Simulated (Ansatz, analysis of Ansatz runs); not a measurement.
# A hop of H in SrLa2S4 (I-42d), charge +1

How high is the barrier when H changes place in SrLa2S4 (I-42d)? The case: H turning about S, charge +1, in a cell of 112 host atoms with 1 H put in.

Program: Ansatz 0.2.0. Level of theory: plane-wave PAW DFT, PBEsol; nudged elastic band between two relaxed defect structures at fixed charge in a uniform background. Results are calculated unless marked as measured.

This is a report of a sequence of runs, with most program output left out.

### 1. Starting point

The cell holds 113 atoms: 16 Sr, 32 La, 64 S and 1 H. Cell: a = 15.020 Å, b = 15.020 Å, c = 15.020 Å, α = 109.4°, β = 109.4°, γ = 109.7°. It derives from SrLa2S4 (space group I-42d). Nearest the centre at fractional (0.470, 0.476, 0.610): S26 at 0.73 Å, H113 at 1.11 Å, La47 at 2.36 Å, La104 at 2.81 Å, S112 at 2.89 Å, S9 at 2.94 Å, La18 at 3.13 Å, Sr15 at 3.20 Å. The cell carries charge +1.

The cell's shortest repeat is 15.0 Å.

### 2. Relaxation of the start point, charge +1

A barrier is counted from a minimum, so both ends are relaxed first. Small random displacements break the symmetry of the ideal sites, so that the defect can distort if it gains by it. The charge of +1 is set by the electron count, and a uniform background keeps the cell neutral.

The input, qp1_c112k1s.start/input.yaml:

```yaml
crystal:
  lattice:
    - [-8.68134836, 8.68134836, 8.65211018]
    - [8.68134836, -8.68134836, 8.65211018]
    - [8.68134836, 8.68134836, -8.65211018]
  atoms:
    - { symbol: Sr, position: [0.25, 0.25, 0.0] }
    - { symbol: Sr, position: [0.125, 0.375, 0.25] }
    - { symbol: La, position: [0.00218951, 0.3125, 0.43968951] }
    - { symbol: La, position: [0.4375, 0.49781049, 0.31031049] }
[... 1 atom line left out ...]
    - { symbol: La, position: [0.1875, 0.12718951, 0.18968951] }
[... 1 atom line left out ...]
    - { symbol: S, position: [0.38665749, 0.26119461, 0.20235561] }
    - { symbol: S, position: [0.316161, 0.36380539, 0.37546288] }
[... 1 atom line left out ...]
    - { symbol: S, position: [0.13619461, 0.01165749, 0.45235561] }
[... 1 atom line left out ...]
    - { symbol: S, position: [0.31569812, 0.11334251, 0.37453712] }
    - { symbol: S, position: [0.058839, 0.18430188, 0.29764439] }
    - { symbol: Sr, position: [0.25, 0.25, 0.5] }
    - { symbol: Sr, position: [0.125, 0.375, 0.75] }
[... 1 atom line left out ...]
    - { symbol: La, position: [0.4375, 0.49781049, 0.81031049] }
    - { symbol: La, position: [0.37281049, 0.0625, 0.56031049] }
[... 1 atom line left out ...]
    - { symbol: S, position: [0.05930188, 0.183839, 0.54764439] }
    - { symbol: S, position: [0.38665749, 0.26119461, 0.70235561] }
    - { symbol: S, position: [0.316161, 0.36380539, 0.87546288] }
    - { symbol: S, position: [0.23880539, 0.441161, 0.62546288] }
[... 1 atom line left out ...]
    - { symbol: S, position: [0.48834251, 0.44069812, 0.62453712] }
[... 12 atom lines left out ...]
    - { symbol: S, position: [0.13619461, 0.51165749, 0.45235561] }
[... 1 atom line left out ...]
    - { symbol: S, position: [0.31569812, 0.61334251, 0.37453712] }
[... 5 atom lines left out ...]
    - { symbol: La, position: [0.37281049, 0.5625, 0.56031049] }
    - { symbol: La, position: [0.1875, 0.62718951, 0.68968951] }
[... 1 atom line left out ...]
    - { symbol: S, position: [0.38665749, 0.76119461, 0.70235561] }
[... 4 atom lines left out ...]
    - { symbol: S, position: [0.31569812, 0.61334251, 0.87453712] }
[... 3 atom lines left out ...]
    - { symbol: La, position: [0.50218951, 0.3125, 0.43968951] }
[... 10 atom lines left out ...]
    - { symbol: S, position: [0.558839, 0.18430188, 0.29764439] }
[... 1 atom line left out ...]
    - { symbol: Sr, position: [0.625, 0.375, 0.75] }
    - { symbol: La, position: [0.50218951, 0.3125, 0.93968951] }
[... 3 atom lines left out ...]
    - { symbol: S, position: [0.55930188, 0.183839, 0.54764439] }
[... 2 atom lines left out ...]
    - { symbol: S, position: [0.73880539, 0.441161, 0.62546288] }
[... 4 atom lines left out ...]
    - { symbol: Sr, position: [0.75, 0.75, 0.0] }
[... 5 atom lines left out ...]
    - { symbol: S, position: [0.55930188, 0.683839, 0.04764439] }
[... 3 atom lines left out ...]
    - { symbol: S, position: [0.63619461, 0.51165749, 0.45235561] }
[... 3 atom lines left out ...]
    - { symbol: Sr, position: [0.75, 0.75, 0.5] }
    - { symbol: Sr, position: [0.625, 0.875, 0.75] }
    - { symbol: La, position: [0.50218951, 0.8125, 0.93968951] }
[... 1 atom line left out ...]
    - { symbol: La, position: [0.87281049, 0.5625, 0.56031049] }
    - { symbol: La, position: [0.6875, 0.62718951, 0.68968951] }
    - { symbol: S, position: [0.55930188, 0.683839, 0.54764439] }
    - { symbol: S, position: [0.88665749, 0.76119461, 0.70235561] }
    - { symbol: S, position: [0.816161, 0.86380539, 0.87546288] }
[... 1 atom line left out ...]
    - { symbol: S, position: [0.63619461, 0.51165749, 0.95235561] }
[... 1 atom line left out ...]
    - { symbol: S, position: [0.81569812, 0.61334251, 0.87453712] }
    - { symbol: S, position: [0.558839, 0.68430188, 0.79764439] }
    - { symbol: H, position: [0.518796, 0.540654, 0.696551] }
total_charge: 1
basis:
  ecutwfc: 420
  xc_grid: 2
hamiltonian:
  xc: pbesol
kpoints:
  mp_grid: { grid: [1, 1, 1], shift: [0.25, 0.25, 0.25] }
scf:
  occupations: { method: fixed }
  max_iter: 120
output:
  forces: true
relax:
  f_tol: 0.02
  max_steps: 70
  random_displacement: { amplitude: 0.03, seed: 631 }
```

The run is started by

```
$ ansatz run input.yaml --threads 32 --pin off --max-ram 84787MiB --backend cuda --events-out ev --progress --plain --runs-dir out --max-vram 78GiB
```

The job ended after 8.3 s (1 × NVIDIA GB200 with 32 threads of Arm Neoverse V2, shared host; peak memory 1.7 GiB; 29 s of CPU time).

Relaxation path:

```tsv
step	energy less that of the first step (eV)	largest force component (eV/Å)
1	0.0000	1.9729
2	-0.4968	1.0254
3	-0.7143	0.5391
4	-0.7575	0.2328
5	-0.7663	0.0224
6	-0.7670	0.0056
```

The atoms that moved most (Å, from the sites as typed, ahead of the random displacement, the mean shift of all atoms taken out):

```tsv
atom	dx	dy	dz	length
H113	0.271	0.102	0.103	0.308
La104	-0.076	0.022	0.120	0.144
La18	0.071	0.022	-0.122	0.143
La47	-0.003	-0.091	-0.001	0.092
La59	-0.059	0.003	0.023	0.063
La101	0.054	0.003	-0.025	0.059
S106	-0.029	0.009	0.042	0.052
S23	0.024	0.010	-0.044	0.051
```

Neighbours of H113 at the end:

```tsv
atom	distance (Å)
S26	1.600
S112	1.601
La18	2.608
La104	2.608
La47	2.833
S24	3.639
S105	3.640
Sr72	3.665
Sr85	3.666
```

This step gave:

```yaml
free_energy: -309946.6670 eV
r_m_s_move_of_the_farther_half_of_the_atoms: 0.01201 Å
largest_move_from_the_ideal_geometry_of_this_structure_a_common_shift_of_the_far_atoms_taken_out: 0.3105 Å
```

The relaxation gained 0.767 eV and ended with a largest force component of 0.0056 eV/Å.

### 3. Relaxation of the end point, charge +1

The end point is relaxed in the same cell and settings, so that the two energies compare. Atoms more than 3.2 Å from the middle of the hop start where the first relaxation left them, the nearer ones on or close to their ideal places, with small random displacements.

The input, qp1_c112k1s.end/input.yaml:

```yaml
crystal:
  lattice:
    - [-8.68134836, 8.68134836, 8.65211018]
    - [8.68134836, -8.68134836, 8.65211018]
    - [8.68134836, 8.68134836, -8.65211018]
  atoms:
    - { symbol: Sr, position: [0.24957095, 0.24956032, 0.00058223] }
    - { symbol: Sr, position: [0.12420602, 0.37385322, 0.24879986] }
[... 6 atom lines left out ...]
    - { symbol: S, position: [0.316161, 0.36380539, 0.37546288] }
[... 5 atom lines left out ...]
    - { symbol: Sr, position: [0.24714435, 0.24869064, 0.4993832] }
[... 2 atom lines left out ...]
    - { symbol: La, position: [0.4375, 0.49781049, 0.81031049] }
[... 5 atom lines left out ...]
    - { symbol: S, position: [0.24037158, 0.44240004, 0.62620674] }
[... 1 atom line left out ...]
    - { symbol: S, position: [0.48834251, 0.44069812, 0.62453712] }
[... 20 atom lines left out ...]
    - { symbol: La, position: [0.37281049, 0.5625, 0.56031049] }
[... 11 atom lines left out ...]
    - { symbol: La, position: [0.50389261, 0.31069945, 0.43668045] }
[... 12 atom lines left out ...]
    - { symbol: Sr, position: [0.62688481, 0.37533694, 0.75214429] }
[... 31 atom lines left out ...]
    - { symbol: La, position: [0.6875, 0.62718951, 0.68968951] }
    - { symbol: S, position: [0.55892208, 0.68268984, 0.54795801] }
[... 6 atom lines left out ...]
    - { symbol: S, position: [0.558839, 0.68430188, 0.79764439] }
    - { symbol: H, position: [0.420302, 0.410865, 0.523437] }
total_charge: 1
basis:
  ecutwfc: 420
  xc_grid: 2
hamiltonian:
  xc: pbesol
kpoints:
  mp_grid: { grid: [1, 1, 1], shift: [0.25, 0.25, 0.25] }
scf:
  occupations: { method: fixed }
  max_iter: 120
output:
  forces: true
relax:
  f_tol: 0.02
  max_steps: 70
  random_displacement: { amplitude: 0.01, seed: 631 }
```

Elapsed: 8.3 s, on 1 × NVIDIA GB200 with 32 threads; peak memory 1.7 GiB; 29 s of CPU time.

Relaxation path:

```tsv
step	energy less that of the first step (eV)	largest force component (eV/Å)
1	0.0000	2.1993
2	-0.1735	1.2263
3	-0.3664	0.4040
4	-0.5042	0.2313
5	-0.5125	0.0301
6	-0.5129	0.0098
```

The atoms that moved most (Å, from the sites as typed, ahead of the random displacement):

```tsv
atom	dx	dy	dz	length
H113	-0.119	-0.281	-0.029	0.307
La47	0.120	-0.060	0.035	0.139
La59	-0.062	0.061	0.010	0.087
Sr15	-0.007	0.022	-0.064	0.068
La18	0.046	-0.005	-0.033	0.057
La104	-0.006	-0.002	0.056	0.056
La4	0.010	0.001	0.055	0.056
S50	0.040	-0.035	0.011	0.055
```

Neighbours of H113 at the end:

```tsv
atom	distance (Å)
S26	1.604
S9	1.606
La59	2.658
La47	2.658
Sr15	2.728
S24	3.613
S13	3.614
La104	3.733
La4	3.735
S105	3.756
S95	3.756
```

This step gave:

| Property | Result |
| --- | --- |
| free energy | -309946.7039 eV |
| r.m.s. move of the farther half of the atoms | 0.01100 Å |
| largest move from the ideal geometry of this structure, a common shift of the far atoms taken out | 0.3098 Å |

The relaxation gained 0.513 eV and ended with a largest force component of 0.0098 eV/Å. The end lies 0.037 eV below the start.

(Continued in part 2 of 2.)

[Logs are printed without paths, hosts, clocks, repeated set-up lines and the standing remarks that a program may print on its own settings, such as how far it seeks lower states.]

[Hosts, paths, dates, database ids (printed as entryN), source tags and the programs' standing remarks are cut or masked in the printed files.]
